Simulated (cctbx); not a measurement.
# Lattice, Laue class and space group of a new crystal

Cell: a = 4.4780 Å, b = 4.4780 Å, c = 10.3540 Å, α = 90.00°, β = 90.00°, γ = 90.00°. Expected content of the cell: Pb2 Ho2 Si6.

Simulated single-crystal data (cctbx): Mo Kα, λ = 0.71073 Å, to d = 0.65 Å, 95 % of the full sphere, strongest reflection 20000 counts, noise from counting, a 2 % proportional error and a noise floor of 15 counts (s.d.); no absorption, some extinction.

Tests on the unmerged data give:

```text
2990 reflections to d = 0.652 A
centring   violations  <I/sigma> of those
    A        734 of  1504     15.3
    B        727 of  1503     15.1
    C        763 of  1483     15.5
    I          0 of  1460      0.0
    R        998 of  1988     15.5
    F       1112 of  2245     15.3
Laue class    unique    Rint  (classes that these axes allow; Friedel mates merged)
I 1 2/m 1         443   0.067
I 1 1 2/m         421   0.068
I 2/m 1 1         443   0.067
I m m m           253   0.068
I 4/m             214   0.068
I 4/m m m         144   0.069
space group    extra absences  I>4sigma  <I/sigma>
I 4 2 2                 0          0         -  acentric
I 4 m m                 0          0         -  acentric
I -4 m 2                0          0         -  acentric
I -4 2 m                0          0         -  acentric
I 4/m m m               0          0         -  centric
Wilson B = 0.31 A^2   <|E^2-1|> = 0.564 (0.968 centric, 0.736 acentric)   E^2>4: 0.0 %
shell (A)         n   <I/sigma>
 5.18 - 1.30     25     48.2
 1.30 - 1.03     20     51.7
 1.03 - 0.90     15     45.6
 0.90 - 0.82     20     48.3
 0.82 - 0.76     14     51.4
 0.76 - 0.72     19     35.8
 0.72 - 0.68     15     52.7
 0.68 - 0.65     16     47.1
```

Q: Read the symmetry from these tables.

The reflections that I centring forbids are absent (⟨I/σ⟩ near 0), so the lattice is I.

Rint stays low (0.067 to 0.069) up to I 4/m m m, the highest class in these axes. It includes Bijvoet differences, since Friedel mates are merged.

5 settings pass the absence test. No glide or screw absences show, which leaves I 4 2 2, I 4 m m, I -4 m 2, I -4 2 m and I 4/m m m.

⟨|E²−1|⟩ = 0.564 leans to a non-centrosymmetric structure, or to twinning, which lowers it. The Wilson B of 0.31 Å² means U ≈ 0.0039 Å².

The true group is I4mm (no. 107), Laue class 4/mmm, non-centrosymmetric. The tables only narrow the choice to the tied entries; cell content, site symmetry and trial solutions must settle it.

This is a model crystal, built by substitution and not relaxed, with assumed displacement parameters.

[Logs are printed without paths, hosts, clocks, repeated set-up lines and the standing remarks that a program may print on its own settings, such as how far it seeks lower states.]
